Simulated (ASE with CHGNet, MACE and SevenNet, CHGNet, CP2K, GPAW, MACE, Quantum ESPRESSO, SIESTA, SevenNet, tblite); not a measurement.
**Running (14,0) carbon nanotube bundle (112 atoms) with machine-learned potentials**

How do the settings of machine-learned potentials change the result for (14,0) carbon nanotube bundle (112 atoms)? A plane-wave run serves as the yardstick.

Method: the method is named at each step, in ASE with CHGNet, MACE and SevenNet.

### Step 1. The starting structure

The cell holds 112 atoms: 112 C. Its edges and angles: a = 14.263 Å, b = 14.263 Å, c = 8.371 Å, α = 90.0°, β = 90.0°, γ = 120.0°. It derives from C (graphene). Graphene sheet (a = 2.46 Å) rolled into a (14,0) tube of diameter 10.96 Å, 2 periods, hexagonal bundle with 3.3 Å between walls; minimised with a classical potential (one cell length free). Then every atom was moved at random, 0.03 Å r.m.s. a Cartesian component. The structure's axis is c.

The yardstick, on the same geometry:

* method: Kohn-Sham DFT, PBE, SSSP efficiency 1.3.0 pseudopotentials, plane waves (Quantum ESPRESSO 7.5); sssp-pbe-1.3.0-efficiency, cutoffs 45/360 Ry, Γ point
* r.m.s. force component: 2.017 eV/Å
* longest force: 6.94 eV/Å
* pressure: 12.2 GPa
* time: 3.3 min on 4 MPI ranks of Arm Neoverse V1, shared host
* CPU time: 13 min

### Step 2. CHGNet r2SCAN potential

Method: machine-learned interatomic potential CHGNet r2SCAN, trained on r2SCAN plane-wave data.

run.py

```python
import numpy as np
from ase.io import read
import mlip  # loads the published weights by name

atoms = read("structure.xyz")
atoms.calc = mlip.calc("chgnet-r2scan")
energy = atoms.get_potential_energy()
forces = atoms.get_forces()
print(f"energy {energy:.6f} eV")
print("forces (eV/A)")
for i, (a, f) in enumerate(zip(atoms, forces)):
    print(f"{i:4d} {a.symbol:2s} {f[0]:10.5f} {f[1]:10.5f} {f[2]:10.5f}")
stress = -atoms.get_stress(voigt=False) * 160.21766
print("stress (GPa, compression positive)")
for row in stress:
    print(" ".join(f"{x:10.4f}" for x in row))
```

structure.xyz

```xyz
112
Lattice="14.26259 0.00000 0.00000 -7.13130 12.35177 0.00000 0.00000 0.00000 8.37084" Properties=species:S:1:pos:R:3 pbc="T T T"
C -1.76336 12.34572 1.45376
C 5.26774 1.21517 0.74266
C 4.89086 2.32275 1.47863
C 4.21873 3.34362 0.80745
C 5.30333 1.22591 3.57267
C 4.86397 2.38290 2.90259
C 3.41304 4.24481 1.47988
C 2.37187 4.88611 0.75605
C 4.29439 3.35585 3.57502
C 3.43315 4.28433 2.85831
C 1.18073 5.26321 1.50022
C -0.05399 5.46875 0.72265
C 2.33657 4.97122 3.56782
C 1.21089 5.26951 2.83478
C -1.20697 5.31534 1.49294
C -2.31696 4.93231 0.77380
C -0.02354 5.48172 3.55903
C -1.18280 5.31101 2.81202
C 10.87964 4.28359 1.46825
C 9.99993 3.39031 0.77698
C -2.35205 4.87623 3.52119
C 10.84406 4.25531 2.85195
C 9.35868 2.39501 1.41065
C 8.97809 1.27458 0.76861
C 10.02653 3.43120 3.58197
C 9.32788 2.31447 2.87789
C 1.66537 12.32744 1.47653
C 1.81662 11.18527 0.81222
C 8.99763 1.24790 3.54564
C 1.69147 12.33065 2.86751
C 2.21298 9.96590 1.55555
C 2.87213 8.91934 0.82369
C 1.85420 11.09819 3.62792
C 2.23794 9.99036 2.85873
C 3.69586 8.06941 1.41651
C 4.74587 7.44713 0.77522
C 2.89231 8.95059 3.57175
C 3.76375 8.09214 2.90016
C 5.91997 7.09165 1.42857
C 7.11339 6.86524 0.74902
C 4.76370 7.40563 3.55769
C 5.93473 7.08930 2.89238
C 8.34996 7.03446 1.52040
C 9.47906 7.42737 0.81691
C 7.12694 6.89859 3.54371
C 8.35081 7.02408 2.86592
C -3.80590 8.12141 1.48373
C -2.89674 8.95775 0.75622
C 9.46807 7.40538 3.58238
C -3.81082 8.13735 2.88752
C -2.27660 9.97010 1.38044
C -1.84088 11.14550 0.77338
C -2.82692 8.96603 3.59352
C -2.20265 9.98258 2.90142
C -1.85942 11.13364 3.53551
C -1.71002 12.35016 2.90535
[... 52 atom lines left out ...]
C -2.87042 8.93688 7.70544
C -2.23895 9.92835 7.01719
C -1.81421 11.14476 7.71264
C 5.39461 0.00383 7.02305
```

On the command line:

```console
$ OMP_NUM_THREADS=1 python run.py > output.txt
```

Output:

```text
CHGNet vr2scan initialized with 412,525 parameters
CHGNet will run on cpu
energy -1101.940063 eV
forces (eV/A)
   0 C     0.37915    0.42498    1.32322
   1 C     0.45096   -1.29286    1.60656
   2 C    -0.44726    1.54910    0.23690
   3 C     0.49304    0.02989   -2.21190
   4 C     0.18040   -0.13871   -0.00764
   5 C     2.27050   -3.61591   -2.38336
   6 C    -0.04920    0.25947   -0.12640
   7 C    -1.09203    0.53930    3.11720
   8 C    -2.73965    4.36293    0.32029
   9 C    -0.73614    0.44471    1.57864
  10 C     0.02822    0.15353   -4.28380
  11 C     2.67685    0.05987    2.65960
  12 C     3.21317   -1.43090   -0.20127
  13 C    -1.68013    0.69176    2.74675
  14 C     0.09400    0.47548   -3.99196
  15 C    -2.16091   -0.76849   -0.42726
  16 C     1.36116    0.04653   -0.29879
  17 C    -1.56919   -0.28708    4.59762
  18 C    -0.16266   -0.07791   -1.17309
  19 C     1.48445    2.41036   -0.44081
  20 C     0.34754    0.41511    2.45915
  21 C     1.59073    1.47242    0.17852
  22 C    -1.00357   -0.71018    3.94907
  23 C    -0.96743   -3.21555   -1.47207
[...]
104 C     0.12870   -0.19343    0.60024
 105 C    -1.83048   -1.73814    1.66605
 106 C     0.23537   -0.17964    0.11451
 107 C    -0.46488   -1.86561   -0.44677
 108 C     0.14019   -0.47835    1.14652
 109 C     1.70039    3.16339    0.33936
 110 C    -0.25946   -1.13418    0.23120
 111 C     0.25036   -0.20518    1.00513
stress (GPa, compression positive)
    6.6036     0.0490     0.1987
    0.0490     7.1158     0.3184
    0.1987     0.3184    15.5818
```

Wall time 5.4 s (1 thread of Arm Neoverse V1, shared host); peak memory 2.2 GiB.

Banners, paths, timers and routine set-up lines are dropped from the logs unmarked, and long logs keep their key lines alone; longer cuts are marked.

Compared with the plane-wave run:

* r.m.s. force component: 1.749 eV/Å
* r.m.s. difference of force components: 416.8 meV/Å
* longest difference of force vectors: 1438 meV/Å
* force difference over r.m.s. force: 20.66 %
* slope of forces against the reference's: 0.8546
* correlation of force components: 0.9856
* pressure: 9.767 GPa
* pressure difference: -2.428 GPa

A closer look about C65, which bears the longest force: 10 atoms, nearest first, numbered in the order of the input, with positions taken from that point.

| atom | x | y | z | distance (Å) | bonds | Fx | Fy | Fz (eV/Å) |
| --- | --- | --- | --- | --- | --- | --- | --- | --- |
| C65 | 0.00 | 0.00 | 0.00 | 0.00 | 3 | 3.15 | -3.18 | 4.98 |
| C66 | -0.77 | 0.84 | -0.61 | 1.30 | 3 | -3.62 | 3.82 | -1.66 |
| C62 | 0.69 | -1.00 | -0.66 | 1.39 | 3 | 0.88 | -1.58 | 1.26 |
| C4 | 0.00 | -0.06 | 1.49 | 1.49 | 3 | 0.49 | 0.03 | -2.21 |
| C63 | -0.79 | 0.86 | -2.00 | 2.31 | 3 | 0.25 | 0.11 | -1.75 |
| C69 | -1.84 | 1.51 | 0.10 | 2.39 | 3 | 0.16 | 0.07 | -3.14 |
| C59 | 0.72 | -1.04 | -2.03 | 2.39 | 3 | -0.38 | 1.39 | -0.64 |
| C7 | -0.80 | 0.84 | 2.16 | 2.45 | 3 | -0.05 | 0.26 | -0.13 |
| C61 | 1.07 | -2.21 | 0.06 | 2.46 | 3 | -0.20 | 1.35 | -2.30 |
| C3 | 0.68 | -1.09 | 2.16 | 2.51 | 3 | -0.45 | 1.55 | 0.24 |

Atoms are counted from 1 here, from 0 in the log.

Forces lie 21 % from the reference's, at 0.0069 times its CPU time (on 1 against 4 cores).

### Step 3. MACE MP-0b2 small potential

Method: machine-learned interatomic potential MACE MP-0b2 small, trained on PBE(+U) plane-wave data.

Changes to run.py since step 2:

```diff
@@ -5,3 +5,3 @@
 atoms = read("structure.xyz")
-atoms.calc = mlip.calc("chgnet-r2scan")
+atoms.calc = mlip.calc("mace-mp-0b2-small")
 energy = atoms.get_potential_energy()
```

structure.xyz is that of step 2.

Output:

```text
energy -1016.325592 eV
forces (eV/A)
   0 C     0.62731    0.47336    1.54462
   1 C     0.40045   -1.35581    1.63897
   2 C    -0.84716    1.92703    0.21995
   3 C     0.74317    0.03621   -2.30621
   4 C    -0.15104   -0.25279    0.30385
   5 C     2.30852   -3.36086   -2.42489
   6 C    -0.16084    0.10055    0.14084
   7 C    -1.42614    0.59777    2.52179
   8 C    -2.65038    4.23593    0.08116
   9 C    -0.82360    0.26315    1.41806
  10 C     0.12466    0.28419   -4.11726
  11 C     2.99702   -0.28947    2.75659
  12 C     3.68610   -1.96859    0.08150
  13 C    -1.87120    1.17047    2.43470
  14 C     0.24236    0.59638   -3.96899
  15 C    -2.40925   -1.12921   -0.40908
  16 C     1.37389   -0.32699   -0.09180
  17 C    -1.63397   -0.23708    4.47010
  18 C    -0.22872   -0.25640   -1.32783
  19 C     1.47277    2.25950   -0.69838
  20 C     0.51901    0.55294    2.75716
  21 C     1.75295    1.30148    0.15418
  22 C    -0.90561   -0.97945    4.08416
  23 C    -0.86830   -3.03511   -1.61661
[...]
104 C     0.07753   -0.37904    0.79552
 105 C    -1.77568   -1.91957    1.74809
 106 C     0.90952   -0.47138    0.24186
 107 C    -1.39569   -2.15896   -0.49677
 108 C    -0.00920   -0.38054    1.06841
 109 C     1.51468    3.45992    0.70907
 110 C    -0.53702   -1.34434    0.29977
 111 C     0.52440   -0.05853    0.89476
stress (GPa, compression positive)
    7.2343     0.0118     0.1138
    0.0118     7.2995     0.2642
    0.1138     0.2642    15.6821
```

Wall time 7.7 s (1 thread); peak memory 0.69 GiB.

Numbers from this run, and their distance from the reference:

- r.m.s. force component: 1.763 eV/Å
- r.m.s. difference of force components: 379.8 meV/Å
- longest difference of force vectors: 1291 meV/Å
- force difference over r.m.s. force: 18.83 %
- slope of forces against the reference's: 0.8641
- correlation of force components: 0.9888
- pressure: 10.07 GPa
- pressure difference: -2.123 GPa

Against the first run (21 %), the force difference from the reference is 19 %, at 1.4 times the CPU time.

### Step 4. SevenNet l3i5 potential

Method: machine-learned interatomic potential SevenNet l3i5, trained on PBE(+U) plane-wave data.

Changes to run.py since step 3:

```diff
@@ -5,3 +5,3 @@
 atoms = read("structure.xyz")
-atoms.calc = mlip.calc("mace-mp-0b2-small")
+atoms.calc = mlip.calc("7net-l3i5")
 energy = atoms.get_potential_energy()
```

structure.xyz is that of step 3.

Output:

```text
energy -1015.157532 eV
forces (eV/A)
   0 C     0.71117    0.67520    1.86942
   1 C     0.56923   -1.63894    1.81363
   2 C    -0.80951    2.01703    0.42153
   3 C     0.63441    0.22558   -2.64854
   4 C    -0.04742   -0.35868    0.33372
   5 C     2.73237   -4.07470   -3.06597
   6 C    -0.31695    0.33414    0.00432
   7 C    -1.26594    0.58046    3.14435
   8 C    -3.11220    5.12463    0.22372
   9 C    -0.93072    0.32227    1.56877
  10 C     0.38156    0.25256   -4.76372
  11 C     3.05193   -0.24716    3.25733
  12 C     4.06813   -2.04542    0.38728
  13 C    -2.00815    1.28556    3.05021
  14 C     0.15665    0.70830   -4.49358
  15 C    -2.61688   -1.21067   -0.54619
  16 C     1.94445   -0.35216   -0.17137
  17 C    -2.00420   -0.19738    5.04328
  18 C    -0.37351   -0.31039   -1.10692
  19 C     1.70370    2.72768   -0.70928
  20 C     0.51402    0.55187    2.71073
  21 C     1.69149    1.40600   -0.01018
  22 C    -1.11910   -1.19554    4.86722
  23 C    -1.01379   -3.54003   -1.59391
[...]
104 C     0.15433   -0.40842    1.09429
 105 C    -2.14062   -2.24967    1.81091
 106 C     1.00532   -0.44207    0.44245
 107 C    -1.38541   -2.26587   -0.82801
 108 C     0.08521   -0.34997    1.61941
 109 C     1.74791    3.81481    0.53097
 110 C    -0.59001   -1.47711    0.64268
 111 C     0.63733   -0.12658    0.81247
stress (GPa, compression positive)
    8.0926     0.0128     0.1314
    0.0128     8.2444     0.3427
    0.1314     0.3427    18.5562
```

Wall time 14 s (1 thread); peak memory 2 GiB.

Against the reference:

```
r.m.s. force component                  : 2.005 eV/Å
r.m.s. difference of force components   : 302.1 meV/Å
longest difference of force vectors     : 923.7 meV/Å
force difference over r.m.s. force      : 14.98 %
slope of forces against the reference's : 0.9826
correlation of force components         : 0.9887
pressure                                : 11.63 GPa
pressure difference                     : -0.5642 GPa
```

Against the first run (21 %), the force difference from the reference is 15 %, at 2.6 times the CPU time.

### Step 5. All runs compared

Differences are against the plane-wave reference, forces as r.m.s. over components; share is that over the reference's r.m.s. force, slope the least-squares factor from reference forces to these. Total energies of different programs have different zeros and aren't compared.

```
                        run  Δ force, r.m.s. (meV/Å)  share (%)  slope  Δ pressure (GPa)  cores  CPU time  memory (GiB)
                  reference                        -          -      -                 -      4    13 min           4.1
    CHGNet r2SCAN potential                      417       20.7  0.855             -2.43      1     5.4 s           2.2
MACE MP-0b2 small potential                      380       18.8  0.864             -2.12      1     7.7 s          0.69
    SevenNet l3i5 potential                      302       15.0  0.983            -0.564      1      14 s           2.0
```

Times of the machine-learned potentials are mostly Python's start and the loading of weights.

CPU time is summed over cores on a shared host, where runs went side by side, so it is rough. Symmetry, cutoffs, thresholds, outputs and thread counts weren't matched or tuned between programs; memory under MPI is the largest rank's times the ranks.

A second geometry, displaced anew (every atom was moved at random, 0.06 Å r.m.s. a Cartesian component), gives an energy difference that all programs can be tested on. The reference puts it at 202.7 meV/atom.

| run | energy less the first geometry's (meV/atom) | error (meV/atom) | force share at the second geometry (%) |
| --- | --- | --- | --- |
| CHGNet r2SCAN potential | 173.1 | -29.6 | 16.1 |
| MACE MP-0b2 small potential | 190.5 | -12.2 | 11.1 |
| SevenNet l3i5 potential | 201.1 | -1.56 | 9.99 |

### Step 6. Summary of results

```json
{
  "nearest in forces": "SevenNet l3i5 potential, 15 %",
  "its CPU time": "14 s"
}
```

What this shows: Machine-learned potentials differ by 15 % (SevenNet l3i5 potential) to 21 % (CHGNet r2SCAN potential); they were trained on other programs' data, some at another functional. The energy difference between the two geometries, 203 meV/atom in the reference, is met best by SevenNet l3i5 potential (-1.56) and worst by CHGNet r2SCAN potential (-29.6). The reference's pressure holds the uncorrected Pulay stress of its 45 Ry basis, so small pressure differences, and their order, may be the reference's own error. Machine-learned potentials mimic data converged in k, so the reference's own k-point error enters their differences. The reference's stress is far from hydrostatic: its diagonal is 7.7, 7.8, 21.1 GPa, compression counted positive. The reference's pressure of 12 GPa belongs to a cell and atoms that aren't relaxed at this level. The electronic-structure runs sample only Γ, in a cell whose shortest periodic width is 8 Å.

[Also dropped from logs without a mark: logging warnings of Python, and SIESTA's first energy breakdown and zero terms.]

[Logs are printed without paths, hosts, clocks, repeated set-up lines and the standing remarks that a program may print on its own settings, such as how far it seeks lower states.]

[Hosts, paths, dates, database ids (printed as entryN), source tags and the programs' standing remarks are cut or masked in the printed files.]
